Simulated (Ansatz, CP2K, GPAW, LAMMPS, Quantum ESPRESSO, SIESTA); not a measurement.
# Which run comes nearest? Ionic liquid MMIM+ methanesulfonate with Li salt at 400 K (210 atoms)

Density of this cell: 1.30 g/cm³. The cell holds 210 atoms: 50 C, 16 N, 102 H, 10 S, 30 O and 2 Li. Its edges and angles: a = 13.042 Å, b = 13.042 Å, c = 13.042 Å, α = 90.0°, β = 90.0°, γ = 90.0°. 8 MMIM+, 10 methanesulfonate, 2 Li+ placed at random, at 1.3 g/cm³; overlaps pushed apart, then 10 ps at 700 K with Joung-Cheatham ions (J. Phys. Chem. B 112, 9020 (2008)); MMFF94 bonds, angles, torsions, charges and radii (Halgren, J. Comput. Chem. 17, 490 (1996)) in harmonic and 12-6 forms; charges of ions scaled by 0.8. Snapshot after 30 ps at 400 K and fixed volume.

Geometry: as built.

The reference, a calculation:

- method: Kohn-Sham DFT, PBE, SSSP efficiency 1.3.0 pseudopotentials, plane waves (Quantum ESPRESSO 7.5); sssp-pbe-1.3.0-efficiency, cutoffs 60/480 Ry, Γ point
- r.m.s. force component: 1.152 eV/Å
- longest force: 5.15 eV/Å
- pressure: 3.919 GPa
- gap (highest filled to lowest empty level): 2.381 eV
- time: 6.4 min on 4 MPI ranks of Arm Neoverse V2, shared host
- CPU time: 26 min

Runs, in no order:
A. SIESTA PBE, TZP, shift 0.01 Ry, mesh 500 Ry: Kohn-Sham DFT, PBE, PseudoDojo 0.4.1 norm-conserving pseudopotentials (converted to PSML), numerical atomic orbitals (TZP), diagonalisation
B. CP2K PBE, DZVP-MOLOPT-SR, 800/50 Ry, TRS4 filter 1e-03, SCF 1e-04: Kohn-Sham DFT, PBE, GTH-PBE pseudopotentials, Gaussian and plane waves, DZVP-MOLOPT-SR-GTH, linear-scaling purification of the density matrix
C. CP2K PBE, SZV-MOLOPT-SR, 800/50 Ry, OT DIIS: Kohn-Sham DFT, PBE, GTH-PBE pseudopotentials, Gaussian and plane waves, SZV-MOLOPT-SR-GTH, orbital transformation
D. CP2K PBE, DZVP-MOLOPT-SR, 800/50 Ry, TRS4 filter 1e-04, SCF 1e-05: Kohn-Sham DFT, PBE, GTH-PBE pseudopotentials, Gaussian and plane waves, DZVP-MOLOPT-SR-GTH, linear-scaling purification of the density matrix
E. CP2K PBE, DZVP-MOLOPT-SR, 800/50 Ry, OT DIIS: Kohn-Sham DFT, PBE, GTH-PBE pseudopotentials, Gaussian and plane waves, DZVP-MOLOPT-SR-GTH, orbital transformation

**Question.** Rank the runs by how far their forces lie from the reference's, least first.

E, D, B, A, C.

```csv
run,"Δ force, r.m.s. (meV/Å)",share of r.m.s. force (%),CPU time
"E. CP2K PBE, DZVP-MOLOPT-SR, 800/50 Ry, OT DIIS",118,10.3,21 min
"D. CP2K PBE, DZVP-MOLOPT-SR, 800/50 Ry, TRS4 filter 1e-04, SCF 1e-05",221,19.2,7.5 min
"B. CP2K PBE, DZVP-MOLOPT-SR, 800/50 Ry, TRS4 filter 1e-03, SCF 1e-04",311,27.0,4.8 min
"A. SIESTA PBE, TZP, shift 0.01 Ry, mesh 500 Ry",574,49.8,9.7 min
"C. CP2K PBE, SZV-MOLOPT-SR, 800/50 Ry, OT DIIS",3195,277,13 min
```

The network of contacts between molecules at the start is that of the classical potential that made the cell, and needn't be the one that DFT or experiment would give. The electronic-structure runs sample only Γ, in a cell whose shortest periodic width is 13 Å.

[Logs are printed without paths, hosts, clocks, repeated set-up lines and the standing remarks that a program may print on its own settings, such as how far it seeks lower states.]

[Hosts, paths, dates, database ids (printed as entryN), source tags and the programs' standing remarks are cut or masked in the printed files.]

[The MMFF94 radii named for the starting cell were scaled by 0.96; in molecules described by MMFF94, hydrogen bound to N, O or S took a small fixed 12-6 site in their place.]
